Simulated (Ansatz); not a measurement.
## Na6GeSb, from a guessed structure to a relaxed one

This structure for Na6GeSb is made up. Its elements were placed in a known structure type with a cell scaled to their sizes. What cell does the guess relax to, and how far off was it?

Program: Ansatz 0.2.0. Level of theory: DFT, PBE, plane-wave PAW, files of the set soft_1, scalar-relativistic, no spin, cell and ions relaxed at zero pressure; PAW set soft_1, in the first sound run; inputs show where later runs differ. Results are calculated unless marked as measured.

### 1. The structure

Symmetry: P-6m2, No. 187, hexagonal system. The conventional cell has a = 5.477 Å, b = 5.477 Å, c = 9.672 Å, α = 90.00°, β = 90.00°, γ = 120.00°. Nearest to Sb lie 5 Na at 3.16 to 3.33 Å. Nearest to Ge lie 5 Na at 3.06 to 3.16 Å. Nearest to Na lie 1 Ge at 3.06 Å. Na has 7 Na at 3.00 to 3.52 Å and 1 Sb at 3.33 Å and 3 Ge at 3.50 Å nearest. Nearest to Na lie 3 Sb at 3.16 Å. Nearest to Na lie 3 Ge at 3.16 Å and 6 Na at 3.50 Å. Farther neighbours are not listed.

### 2. Relaxation of the guess

The guess takes its coordinates from another compound and its volume from a rule, so the cell and any free coordinates are relaxed together.

Contents of input.yaml:

```yaml
crystal:
  lattice:
    - [5.477, 0.0, 0.0]
    - [-2.7385, 4.743221137, 0.0]
    - [0.0, 0.0, 9.672]
  atoms:
    - { symbol: Sb, position: [0.0, 0.0, 0.5] }
    - { symbol: Ge, position: [0.666666667, 0.333333333, 0.0] }
    - { symbol: Na, position: [0.666666667, 0.333333333, 0.3162] }
    - { symbol: Na, position: [0.0, 0.0, 0.1552] }
    - { symbol: Na, position: [0.0, 0.0, 0.8448] }
    - { symbol: Na, position: [0.666666667, 0.333333333, 0.6838] }
    - { symbol: Na, position: [0.333333333, 0.666666667, 0.5] }
    - { symbol: Na, position: [0.333333333, 0.666666667, 0.0] }
kpoints:
  mp_grid: { grid: [6, 6, 3] }
scf:
  occupations: { method: fermi_dirac, width: 0.05 }
hamiltonian:
  xc: pbe
  pseudopotentials: { kind: paw, azcp: { folder: soft_1 } }
relax:
  f_tol: 0.015
  max_steps: 70
  cell: {}
output:
  forces: true
  stress: true
```

The run is started by

```console
> ansatz run input.yaml --threads 4 --pin off --max-ram 10240MiB --backend cpu --events-out ev --progress --plain --runs-dir out
```

Numbers of over 12 decimals in the logs are rounded to 6 here.

What it wrote:

```text
Engine: ansatz 0.2.0, aarch64-unknown-linux-gnu
Pseudopotentials: kind: paw
Pseudopotential: Sb, paw, valence charge 15, recommended cutoff 420 eV (normal), soft_1/Sb.paw.azcp
Pseudopotential: Ge, paw, valence charge 14, recommended cutoff 420 eV (normal), soft_1/Ge.paw.azcp
Pseudopotential: Na, paw, valence charge 9, recommended cutoff 420 eV (normal), soft_1/Na.paw.azcp
Functional definition: PBE
  parameter kappa = 0.804
  parameter beta = 0.066725
  exchange = pbe_x(kappa = kappa, mu = beta*pi^2/3)
  correlation = pbe_c(beta = beta)
Crystal: 8 atoms, lattice volume = 251.265 Å³
Basis set: ecut = 420 eV, 4875 PW (Γ), exchange–correlation on 80×80×144 points (8 copies of the dense FFT grid, shifted against one another)
Bands: 50, of which v1, the nominal top of the filled ones, is band 42 counted from 1 (41 counted from 0)
Symmetry: 12 space group operations
Space group: P-6m2 (ITA 187), of the structure as read, at distance tolerance 6.3e-5 Å
k-points: 14 of 108 (time reversal used)
Non-local potential: Sb, projectors of the file, l = 0: 2, l = 1: 2, l = 2: 2, l = 3: 1
Non-local potential: Ge, projectors of the file, l = 0: 2, l = 1: 2, l = 2: 3, l = 3: 1
Non-local potential: Na, projectors of the file, l = 0: 3, l = 1: 2, l = 2: 1
PAW form: soft (Blöchl's): semilocal exchange-correlation on the pseudo side does not see the compensation charge
PAW one-centre angular grid: Sb, 590 points (default); XC on 64 Gauss nodes
PAW one-centre angular grid: Ge, 590 points (default); XC on 64 Gauss nodes
PAW one-centre angular grid: Na, 110 points (default); XC on 64 Gauss nodes
Initial density: superposition of atomic densities (chi_scale 0.1, normalization cell, long waves kept (reshape's long-wave potential 0.13 eV rms))
Initial wavefunctions: pseudopotential atomic-orbital guess
Functional: x = pbe(κ = 0.804, μ = 0.219515), c = pbe(β = 0.066725)
SCF iter   1: F=—  HF=-19701.607828 eV  |F-HF|=—  |Δ(HF+E_count)|=         —  Δρ=3.85e-2  dr2=7.66e0  ethr=3.10e-3  ⟨swp⟩=7.6  Hψ=3006  notcnv=0  defer=1
preconditioner: auto → Kerker (q_TF=auto, 2.268 Å⁻¹)  [metal: Δε(μ)=0.016 eV  Ē_g=5.423 eV  σ=0.050 eV  W_gap=0.08  n_scr=36 (ndim 8)  ℏωp=9.1 eV  f_vac=0.000  D(μ)=4.32/eV (n_scr^D=22)]
SCF iter   2: F=—  HF=-19700.046318 eV  |F-HF|=—  |Δ(HF+E_count)|=    1.56e0  Δρ=1.67e-2  dr2=1.64e0  ethr=3.10e-3  ⟨swp⟩=3.0  Hψ=1458  notcnv=0  defer=31
SCF iter   3: F=—  HF=-19699.702269 eV  |F-HF|=—  |Δ(HF+E_count)|=   3.44e-1  Δρ=5.92e-3  dr2=1.61e-1  ethr=1.98e-3  ⟨swp⟩=3.1  Hψ=868  notcnv=0  defer=31
SCF iter   4: F=—  HF=-19699.685029 eV  |F-HF|=—  |Δ(HF+E_count)|=   1.72e-2  Δρ=2.77e-3  dr2=7.48e-2  ethr=1.93e-4  ⟨swp⟩=2.9  Hψ=1104  notcnv=0  defer=36
SCF iter   5: F=—  HF=-19699.679606 eV  |F-HF|=—  |Δ(HF+E_count)|=   5.42e-3  Δρ=1.55e-3  dr2=2.92e-2  ethr=9.01e-5  ⟨swp⟩=2.0  Hψ=786  notcnv=0  defer=36
SCF iter   6: F=—  HF=-19699.677716 eV  |F-HF|=—  |Δ(HF+E_count)|=   1.89e-3  Δρ=6.54e-4  dr2=2.69e-3  ethr=3.52e-5  ⟨swp⟩=2.1  Hψ=923  notcnv=0  defer=36
SCF iter   7: F=—  HF=-19699.677444 eV  |F-HF|=—  |Δ(HF+E_count)|=   2.72e-4  Δρ=2.97e-4  dr2=5.81e-4  ethr=3.24e-6  ⟨swp⟩=2.1  Hψ=906  notcnv=0  defer=36
SCF iter   8: F=—  HF=-19699.677694 eV  |F-HF|=—  |Δ(HF+E_count)|=   2.50e-4  Δρ=9.92e-5  dr2=7.50e-5  ethr=7.00e-7  ⟨swp⟩=2.0  Hψ=755  notcnv=0  defer=36
SCF iter   9: F=—  HF=-19699.677822 eV  |F-HF|=—  |Δ(HF+E_count)|=   1.28e-4  Δρ=4.70e-5  dr2=1.14e-5  ethr=9.04e-8  ⟨swp⟩=2.9  Hψ=1146  notcnv=0  defer=36
SCF iter  10: F=—  HF=-19699.677820 eV  |F-HF|=—  |Δ(HF+E_count)|=   1.87e-6  Δρ=2.35e-5  dr2=3.17e-6  ethr=1.37e-8  ⟨swp⟩=2.0  Hψ=1162  notcnv=0  defer=36
SCF iter  11: F=—  HF=-19699.677820 eV  |F-HF|=—  |Δ(HF+E_count)|=   7.66e-7  Δρ=1.07e-5  dr2=7.51e-7  ethr=3.82e-9  ⟨swp⟩=2.0  Hψ=1150  notcnv=0  defer=36
SCF iter  12: F=-19699.677819 eV  HF=-19699.677819 eV  |F-HF|=4.54e-8  |Δ(HF+E_count)|=   1.32e-7  Δρ=3.53e-6  dr2=8.29e-8  ethr=1.20e-10  ⟨swp⟩=3.0  Hψ=2616  notcnv=0
SCF 1 converged in 12 iterations: F = -19699.677819 eV  dr2 = 8.29e-8
  greatest PAW one-centre occupation: 0.999 electrons in one spin orbital (limit 2), on the Na atom at site 7 (counted from 0), in its partial waves of l = 0
relax step   1: F+E_penalty+E_count = -19699.67781938 eV  Δ(F+E_penalty+E_count) = +0.000e0 eV  max|allowed force component| = 3.577e-1 eV/Å  Δτ_max = 0.0000 Å  P = -1.211 GPa  Ω = 251.265 Å³  (12 SCF iters, dr2 threshold 1.00e-7 eV, accepted)
Crystal: 8 atoms, lattice volume = 241.670 Å³
Basis set: ecut = 420 eV, 4719 PW (Γ), exchange–correlation on 80×80×144 points (8 copies of the dense FFT grid, shifted against one another)
Initial density: handed on by an earlier stage of this run
Initial wavefunctions: those handed on with the density
iter 1 solved again at ethr=8.38e-5 eV; its pass at ethr=3.10e-3 eV (dr2=6.96e-2 eV) is discarded
SCF iter   1: F=—  HF=-19699.811654 eV  |F-HF|=—  |Δ(HF+E_count)|=         —  Δρ=3.14e-3  dr2=6.98e-2  ethr=8.38e-5  ⟨swp⟩=1.8  Hψ=3400  notcnv=0
preconditioner: auto → LDOS  [metal: Δε(μ)=0.011 eV  Ē_g=5.848 eV  σ=0.050 eV  W_gap=0.05  n_scr=36 (ndim 8)  ℏωp=9.3 eV  f_vac=0.059  D(μ)=4.32/eV (n_scr^D=22)  β→1.0]
SCF iter   2: F=—  HF=-19699.799853 eV  |F-HF|=—  |Δ(HF+E_count)|=   1.18e-2  Δρ=1.04e-3  dr2=3.20e-3  ethr=8.38e-5  ⟨swp⟩=2.9  Hψ=1235  notcnv=0
SCF iter   3: F=—  HF=-19699.799603 eV  |F-HF|=—  |Δ(HF+E_count)|=   2.50e-4  Δρ=6.14e-4  dr2=1.36e-3  ethr=3.85e-6  ⟨swp⟩=2.0  Hψ=1280  notcnv=0
SCF iter   4: F=—  HF=-19699.799237 eV  |F-HF|=—  |Δ(HF+E_count)|=   3.65e-4  Δρ=1.67e-4  dr2=6.00e-5  ethr=1.63e-6  ⟨swp⟩=2.0  Hψ=1274  notcnv=0
SCF iter   5: F=—  HF=-19699.799323 eV  |F-HF|=—  |Δ(HF+E_count)|=   8.60e-5  Δρ=6.46e-5  dr2=1.78e-5  ethr=7.23e-8  ⟨swp⟩=2.0  Hψ=1125  notcnv=0
SCF iter   6: F=—  HF=-19699.799324 eV  |F-HF|=—  |Δ(HF+E_count)|=   8.69e-7  Δρ=3.29e-5  dr2=4.13e-6  ethr=2.15e-8  ⟨swp⟩=2.0  Hψ=874  notcnv=0
SCF iter   7: F=-19699.799325 eV  HF=-19699.799325 eV  |F-HF|=1.84e-7  |Δ(HF+E_count)|=   1.07e-6  Δρ=9.96e-6  dr2=4.84e-7  ethr=9.64e-10  ⟨swp⟩=3.0  Hψ=2739  notcnv=0
SCF 2 converged in 7 iterations: F = -19699.799325 eV  dr2 = 4.84e-7
relax step   2: F+E_penalty+E_count = -19699.79932520 eV  Δ(F+E_penalty+E_count) = -1.215e-1 eV  max|allowed force component| = 1.733e-1 eV/Å  Δτ_max = 0.0769 Å  P = -0.697 GPa  Ω = 241.670 Å³  energy of the carried Pulay correction = +3.751e-4 eV  (7 SCF iters, dr2 threshold 8.00e-7 eV, accepted)
Crystal: 8 atoms, lattice volume = 229.597 Å³
Basis set: ecut = 420 eV, 4513 PW (Γ), exchange–correlation on 80×80×144 points (8 copies of the dense FFT grid, shifted against one another)
iter 1 solved again at ethr=7.55e-5 eV; its pass at ethr=3.10e-3 eV (dr2=6.26e-2 eV) is discarded
SCF iter   1: F=—  HF=-19699.860761 eV  |F-HF|=—  |Δ(HF+E_count)|=         —  Δρ=3.62e-3  dr2=6.30e-2  ethr=7.55e-5  ⟨swp⟩=2.0  Hψ=3163  notcnv=0
preconditioner: auto → LDOS  [metal: Δε(μ)=0.034 eV  Ē_g=6.014 eV  σ=0.050 eV  W_gap=0.16  n_scr=36 (ndim 8)  ℏωp=9.5 eV  f_vac=0.054  D(μ)=3.59/eV (n_scr^D=22)  β→1.0]
SCF iter   2: F=—  HF=-19699.847780 eV  |F-HF|=—  |Δ(HF+E_count)|=   1.30e-2  Δρ=1.13e-3  dr2=2.78e-3  ethr=7.55e-5  ⟨swp⟩=3.1  Hψ=1310  notcnv=0
SCF iter   3: F=—  HF=-19699.847320 eV  |F-HF|=—  |Δ(HF+E_count)|=   4.60e-4  Δρ=6.17e-4  dr2=1.34e-3  ethr=3.35e-6  ⟨swp⟩=2.0  Hψ=1335  notcnv=0
SCF iter   4: F=—  HF=-19699.846934 eV  |F-HF|=—  |Δ(HF+E_count)|=   3.86e-4  Δρ=1.78e-4  dr2=1.90e-4  ethr=1.61e-6  ⟨swp⟩=2.0  Hψ=1104  notcnv=0
SCF iter   5: F=—  HF=-19699.847029 eV  |F-HF|=—  |Δ(HF+E_count)|=   9.44e-5  Δρ=7.70e-5  dr2=2.63e-5  ethr=2.29e-7  ⟨swp⟩=2.0  Hψ=852  notcnv=0
SCF iter   6: F=—  HF=-19699.847026 eV  |F-HF|=—  |Δ(HF+E_count)|=   2.79e-6  Δρ=3.46e-5  dr2=5.33e-6  ethr=3.17e-8  ⟨swp⟩=2.0  Hψ=856  notcnv=0
SCF iter   7: F=-19699.847027 eV  HF=-19699.847027 eV  |F-HF|=3.07e-7  |Δ(HF+E_count)|=   1.24e-6  Δρ=1.30e-5  dr2=6.96e-7  ethr=9.64e-10  ⟨swp⟩=3.0  Hψ=2734  notcnv=0
SCF 3 converged in 7 iterations: F = -19699.847027 eV  dr2 = 6.96e-7
relax step   3: F+E_penalty+E_count = -19699.84702677 eV  Δ(F+E_penalty+E_count) = -4.770e-2 eV  max|allowed force component| = 2.454e-2 eV/Å  Δτ_max = 0.0794 Å  P = +0.201 GPa  Ω = 229.597 Å³  energy of the carried Pulay correction = +8.684e-4 eV  (7 SCF iters, dr2 threshold 8.00e-7 eV, accepted)
Crystal: 8 atoms, lattice volume = 232.219 Å³
Basis set: ecut = 420 eV, 4537 PW (Γ), exchange–correlation on 80×80×144 points (8 copies of the dense FFT grid, shifted against one another)
iter 1 solved again at ethr=7.71e-7 eV; its pass at ethr=3.10e-3 eV (dr2=6.40e-4 eV) is discarded
SCF iter   1: F=—  HF=-19699.849357 eV  |F-HF|=—  |Δ(HF+E_count)|=         —  Δρ=4.78e-4  dr2=6.83e-4  ethr=7.71e-7  ⟨swp⟩=3.0  Hψ=3394  notcnv=0
preconditioner: auto → LDOS  [metal: Δε(μ)=0.049 eV  Ē_g=5.983 eV  σ=0.050 eV  W_gap=0.24  n_scr=36 (ndim 8)  ℏωp=9.4 eV  f_vac=0.062  D(μ)=4.33/eV (n_scr^D=22)  β→1.0]
SCF iter   2: F=—  HF=-19699.849222 eV  |F-HF|=—  |Δ(HF+E_count)|=   1.35e-4  Δρ=1.85e-4  dr2=9.20e-5  ethr=7.71e-7  ⟨swp⟩=2.0  Hψ=1134  notcnv=0
SCF iter   3: F=—  HF=-19699.849308 eV  |F-HF|=—  |Δ(HF+E_count)|=   8.57e-5  Δρ=8.02e-5  dr2=2.23e-5  ethr=1.11e-7  ⟨swp⟩=2.0  Hψ=1280  notcnv=0
SCF iter   4: F=—  HF=-19699.849302 eV  |F-HF|=—  |Δ(HF+E_count)|=   5.95e-6  Δρ=3.03e-5  dr2=4.54e-6  ethr=2.69e-8  ⟨swp⟩=2.0  Hψ=1010  notcnv=0
SCF iter   5: F=—  HF=-19699.849301 eV  |F-HF|=—  |Δ(HF+E_count)|=   5.76e-7  Δρ=1.23e-5  dr2=9.85e-7  ethr=5.47e-9  ⟨swp⟩=2.0  Hψ=862  notcnv=0
SCF iter   6: F=-19699.849301 eV  HF=-19699.849301 eV  |F-HF|=7.64e-9  |Δ(HF+E_count)|=   1.41e-7  Δρ=4.28e-6  dr2=6.75e-8  ethr=3.97e-10  ⟨swp⟩=4.0  Hψ=2049  notcnv=0
SCF 4 converged in 6 iterations: F = -19699.849301 eV  dr2 = 6.75e-8
relax step   4: F+E_penalty+E_count = -19699.84930125 eV  Δ(F+E_penalty+E_count) = -2.274e-3 eV  max|allowed force component| = 6.824e-3 eV/Å  Δτ_max = 0.0124 Å  P = -0.012 GPa  Ω = 232.219 Å³  energy of the carried Pulay correction = +7.592e-4 eV  (6 SCF iters, dr2 threshold 3.30e-7 eV, accepted)
Crystal: 8 atoms, lattice volume = 232.107 Å³
Basis set: ecut = 420 eV, 4539 PW (Γ), exchange–correlation on 80×80×144 points (8 copies of the dense FFT grid, shifted against one another)
iter 1 solved again at ethr=1.04e-7 eV; its pass at ethr=3.10e-3 eV (dr2=8.67e-5 eV) is discarded
SCF iter   1: F=—  HF=-19699.849413 eV  |F-HF|=—  |Δ(HF+E_count)|=         —  Δρ=1.22e-4  dr2=8.88e-5  ethr=1.04e-7  ⟨swp⟩=2.7  Hψ=3010  notcnv=0
preconditioner: auto → LDOS  [metal: Δε(μ)=0.059 eV  Ē_g=5.984 eV  σ=0.050 eV  W_gap=0.28  n_scr=36 (ndim 8)  ℏωp=9.4 eV  f_vac=0.061  D(μ)=4.24/eV (n_scr^D=22)  β→1.0]
SCF iter   2: F=—  HF=-19699.849398 eV  |F-HF|=—  |Δ(HF+E_count)|=   1.49e-5  Δρ=3.08e-5  dr2=4.24e-6  ethr=1.04e-7  ⟨swp⟩=2.0  Hψ=1038  notcnv=0
SCF iter   3: F=—  HF=-19699.849509 eV  |F-HF|=—  |Δ(HF+E_count)|=   1.10e-4  Δρ=9.56e-6  dr2=1.01e-6  ethr=5.11e-9  ⟨swp⟩=2.0  Hψ=1038  notcnv=0
SCF iter   4: F=—  HF=-19699.849508 eV  |F-HF|=—  |Δ(HF+E_count)|=   1.44e-7  Δρ=4.71e-6  dr2=4.31e-8  ethr=1.22e-9  ⟨swp⟩=2.0  Hψ=1039  notcnv=0
SCF iter   5: F=—  HF=-19699.849508 eV  |F-HF|=—  |Δ(HF+E_count)|=   3.83e-9  Δρ=2.03e-6  dr2=1.22e-8  ethr=1.14e-11  ⟨swp⟩=5.0  Hψ=2532  notcnv=0
SCF iter   6: F=-19699.849508 eV  HF=-19699.849508 eV  |F-HF|=1.53e-10  |Δ(HF+E_count)|=  2.44e-10  Δρ=7.21e-7  dr2=1.72e-9  ethr=1.14e-11  ⟨swp⟩=4.0  Hψ=2082  notcnv=0
SCF 5 converged in 6 iterations: F = -19699.849508 eV  dr2 = 1.72e-9
relax step   5: F+E_penalty+E_count = -19699.84950839 eV  Δ(F+E_penalty+E_count) = -2.071e-4 eV  max|allowed force component| = 4.890e-4 eV/Å  Δτ_max = 0.0035 Å  P = -0.002 GPa  Ω = 232.107 Å³  energy of the carried Pulay correction = +7.639e-4 eV  (6 SCF iters, dr2 threshold 9.44e-9 eV, accepted)
Basis set: ecut = 420 eV, 4539 PW (Γ), exchange–correlation on 72×72×144 points (8 copies of the dense FFT grid, shifted against one another)
Initial wavefunctions: pseudopotential atomic-orbital guess (no wavefunctions were taken with the density)
iter 1 solved again at ethr=8.77e-8 eV; its pass at ethr=3.10e-3 eV (dr2=7.28e-5 eV) is discarded
SCF iter   1: F=—  HF=-19699.848581 eV  |F-HF|=—  |Δ(HF+E_count)|=         —  Δρ=4.95e-5  dr2=8.21e-7  ethr=8.77e-8  ⟨swp⟩=3.3  Hψ=4774  notcnv=0
preconditioner: auto → LDOS  [metal: Δε(μ)=0.059 eV  Ē_g=5.983 eV  σ=0.050 eV  W_gap=0.28  n_scr=36 (ndim 8)  ℏωp=9.4 eV  f_vac=0.061  D(μ)=4.26/eV (n_scr^D=22)  β→1.0]
SCF iter   2: F=—  HF=-19699.848722 eV  |F-HF|=—  |Δ(HF+E_count)|=   1.41e-4  Δρ=1.65e-5  dr2=3.82e-7  ethr=9.89e-10  ⟨swp⟩=2.0  Hψ=1285  notcnv=0
SCF iter   3: F=—  HF=-19699.848722 eV  |F-HF|=—  |Δ(HF+E_count)|=   4.21e-7  Δρ=4.07e-6  dr2=1.13e-8  ethr=4.60e-10  ⟨swp⟩=2.0  Hψ=1282  notcnv=0
SCF iter   4: F=—  HF=-19699.848722 eV  |F-HF|=—  |Δ(HF+E_count)|=   9.53e-9  Δρ=1.38e-6  dr2=4.25e-9  ethr=1.36e-11  ⟨swp⟩=2.0  Hψ=883  notcnv=0
SCF iter   5: F=—  HF=-19699.848722 eV  |F-HF|=—  |Δ(HF+E_count)|=  4.80e-10  Δρ=4.84e-7  dr2=1.32e-9  ethr=5.12e-12  ⟨swp⟩=2.3  Hψ=1206  notcnv=0
SCF iter   6: F=—  HF=-19699.848722 eV  |F-HF|=—  |Δ(HF+E_count)|=  1.06e-10  Δρ=1.56e-7  dr2=9.76e-11  ethr=1.59e-12  ⟨swp⟩=2.0  Hψ=789  notcnv=0
SCF iter   7: F=-19699.848722 eV  HF=-19699.848722 eV  |F-HF|=3.64e-12  |Δ(HF+E_count)|=  7.28e-12  Δρ=4.22e-8  dr2=4.13e-12  ethr=1.00e-12  ⟨swp⟩=4.0  Hψ=2011  notcnv=0
SCF 6 converged in 7 iterations: F = -19699.848722 eV  dr2 = 4.13e-12
relax step   6: F+E_penalty+E_count = -19699.84872151 eV  Δ(F+E_penalty+E_count) = +7.869e-4 eV  max|allowed force component| = 5.002e-4 eV/Å  Δτ_max = 0.0000 Å  P = -0.002 GPa  Ω = 232.107 Å³  stress off target by 1.07e-2 GPa  SCF on the basis re-selected at this cell (its energy is not comparable with the rows above)  (7 SCF iters)
basis re-selected at this cell: Δ(F+E_penalty+E_count) = +7.869e-4 eV, ΔP = -0.000 GPa vs the last step (what re-selecting the basis moved, of the pressure what is left beyond the Pulay correction that the steps carried, after the strain that the cell walked since its last selection, with what the two solves' SCF thresholds leave and, on support functions, any second-order correction that the steps lacked; it is no measure of the basis error at this ecutwfc). The dense FFT grid was sized anew with the basis: this SCF ran on 36×36×72 points, the steps before it on 40×40×72, so part of this shift can come from that change (see relax.cell in the input reference). [rest of the remark cut]
SCF converged after 7 iterations
Free energy (F): -19699.848722 eV
Harris-Foulkes:  -19699.848722 eV  (|F-HF|=3.64e-12)
Internal energy: -19699.813349 eV  (E = F + TS)
E sigma→0 (E₀):  -19699.831035 eV
Entropy (-TS):   -0.035372 eV (-4.422 meV/atom)
Fermi energy:    3.320187 eV
--- Per-component energies (eV) ---
  E_band       = -1763.371317
  E_kinetic    = 934.312375
  E_local      = -13432.348436  (includes V_loc(G=0)·N_el)
  E_nonlocal   = 2276.019649
  E_hartree    = 5069.134661
  E_xc         = -390.129703
  E_vxc        = -438.193575  (∫ρ·V_xc dr)
  E_paw        = -8317.172380  (= ΣΔE_a)
  E_vpaw       = -1241.430868  (= ΣTr[D̂ρ^β])
  E_aug_tail   = 0.000215  (compensation charges beyond the density's cutoff)
  E_ewald      = -5839.629731
  E_smearing   = -0.035372  (= −TS)
  E_closure    = -0.000000  (closes the sum)
  Σ components = -19699.848722   (vs F -19699.848722, Δ=0.00e0)
--- Forces (eV/Å), atoms counted from 1 ---
  atom   1  Sb     0.00000000     0.00000000     0.00000000
  atom   2  Ge    -0.00000000    -0.00000000     0.00000000
  atom   3  Na     0.00000000    -0.00000000     0.00050016
  atom   4  Na     0.00000000     0.00000000     0.00033597
  atom   5  Na    -0.00000000     0.00000000    -0.00033597
  atom   6  Na    -0.00000000    -0.00000000    -0.00050016
  atom   7  Na     0.00000000     0.00000000     0.00000000
  atom   8  Na    -0.00000000    -0.00000000     0.00000000
  max |Σ_I F_I| component: 1.91e-17 eV/Å
--- Stress (GPa, compression-positive) ---
       -0.008136       0.000000       0.000000
        0.000000      -0.008136       0.000000
        0.000000       0.000000       0.010739
  P = ⅓ Tr σ = -0.0018 GPa (-0.018 kbar)
--- Relaxed structure (5 steps of the walk, 5 accepted, 1 SCFs on fresh bases) ---
  F+E_penalty+E_count = -19699.84872151 eV   max|allowed force component| = 5.002e-4 eV/Å   (the final SCF, on the basis selected at the relaxed cell)
  cell:  # Å, volume = 232.1069 Å³
    - [5.287991, 0, 0.0]
    - [-2.643995, 4.579534, 0.0]
    - [0.0, 0.0, 9.584647]
  atoms:
    - { symbol: Sb, position: [-4.625929271425601e-18, 4.625929271425603e-18, 0.5] }
    - { symbol: Ge, position: [0.666667, 0.333333, -1.7375034815472826e-19] }
    - { symbol: Na, position: [0.666667, 0.333333, 0.328882] }
    - { symbol: Na, position: [-4.625929271425602e-18, 4.625929271425601e-18, 0.170442] }
    - { symbol: Na, position: [-4.625929271425602e-18, 4.625929271425601e-18, 0.829558] }
    - { symbol: Na, position: [0.666667, 0.333333, 0.671118] }
    - { symbol: Na, position: [0.333333, 0.666667, 0.5] }
    - { symbol: Na, position: [0.333333, 0.666667, -1.7375034815472826e-19] }
```

Wall time 24 s (4 threads of Arm Neoverse V1, shared host); peak memory 0.64 GiB.

Step by step:

```csv
step,energy less that of the first step (eV),largest force component (eV/Å),pressure (GPa),volume (Å³)
1,0.0000,0.3577,-1.21,251.27
2,-0.1215,0.1733,-0.70,241.67
3,-0.1692,0.0245,0.20,229.60
4,-0.1715,0.0068,-0.01,232.22
5,-0.1717,0.0005,0.00,232.11
6*,-0.1709,0.0005,0.00,232.11
```

Relaxation steps marked * repeat the geometry before them on a plane-wave basis chosen anew for their cell, so energy and pressure can jump there.

The run keeps the 12 symmetry operations that it works with, so distortions that break them were not tested.

```csv
"conventional cell, symmetrised",before,after,change
a (Å),5.477,5.288,-3.5 %
b (Å),5.477,5.288,-3.5 %
c (Å),9.672,9.585,-0.9 %
volume (Å³/atom),31.41,29.01,-7.6 %
```

The atoms that moved most (Å, as changes of fractional coordinates times the final cell):

```csv
atom,dx,dy,dz,length
Na5,0.000,0.000,-0.146,0.146
Na4,0.000,0.000,0.146,0.146
Na3,0.000,0.000,0.122,0.122
Na6,0.000,0.000,-0.122,0.122
```

This step gave:

```yaml
free_energy: -19699.8487 eV
energy_at_zero_smearing: -19699.8310 eV
smearing_term_ts: 0.03537 eV
fermi_energy: 3.320 eV
electrons: 83
symmetry_operations: 12
pressure: -0.001844 GPa
```

The shortest distance of each pair, which need not be the same contact before and after:

```csv
pair,guess (Å),relaxed (Å)
Na–Sb,3.162,3.053
Ge–Na,3.058,3.053
Na–Na,3.002,3.267
Sb–Sb,5.477,5.288
Ge–Ge,5.477,5.288
```

The relaxation ends with a largest force component of 5.0e-4 eV/Å and a pressure of 0.00 GPa.

(Continued in part 2 of 2.)

[Logs are printed without paths, hosts, clocks, repeated set-up lines and the standing remarks that a program may print on its own settings, such as how far it seeks lower states.]

[Hosts, paths, dates, database ids (printed as entryN), source tags and the programs' standing remarks are cut or masked in the printed files.]
